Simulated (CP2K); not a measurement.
Consider 2-mercaptooxazole at its PBE geometry (Å).

```xyz
9

S     2.5591    0.4619   -0.0279
C     0.8263    0.2869    0.0850
N     0.0217    1.0710    0.7484
C    -1.2419    0.5133    0.5354
C    -1.1333   -0.5896   -0.2497
O     0.2099   -0.7635   -0.5625
H     2.7102   -0.6109   -0.8354
H    -2.1352    0.9536    0.9649
H    -1.8168   -1.3227   -0.6581
```

Method: CP2K XAS_TDP, all-electron GAPW, PBEh(45%), aug-cc-pVDZ, TDA, GW2X-corrected core level, ZORA, spin–orbit coupling.

Question: Predict the bright core excitations at the S L₂,₃ edge.

Leading lines: S1 168.71 eV. The leading line of an atom is its first one with 35 % of the strongest within 2.5 eV of its lowest line over the strength cut. Core ionisation energies at this level: S1 171.99/172.11/173.17 eV; the 2p½ level lies 1.12 eV above the 2p3/2 pair.

The first six lines of each atom with a strength over 0.0003:

```tsv
atom	energy (eV)	states	strength, one atom	above the computed threshold
S1 (bonded to C and H)	167.38	1	0.0016	
	167.65	1	0.0015	
	168.46	1	0.0014	
	168.71	1	0.0031	
	168.81	2	0.0014	
	168.95	1	0.0059
```

Lines are vertical, at one geometry, with no vibrational structure. GW2X ionisation energies and lines can be off by 1 to 2 eV either way, and a good line position may hide errors that cancel. Rydberg lines, and the discretised continuum above threshold, depend on the basis and the box.

[Banner, clock and machine lines of the logs are left out without a mark of their own.]

[Logs are printed without paths, hosts, clocks, repeated set-up lines and the standing remarks that a program may print on its own settings, such as how far it seeks lower states.]

[Hosts, paths, dates, database ids (printed as entryN), source tags and the programs' standing remarks are cut or masked in the printed files.]
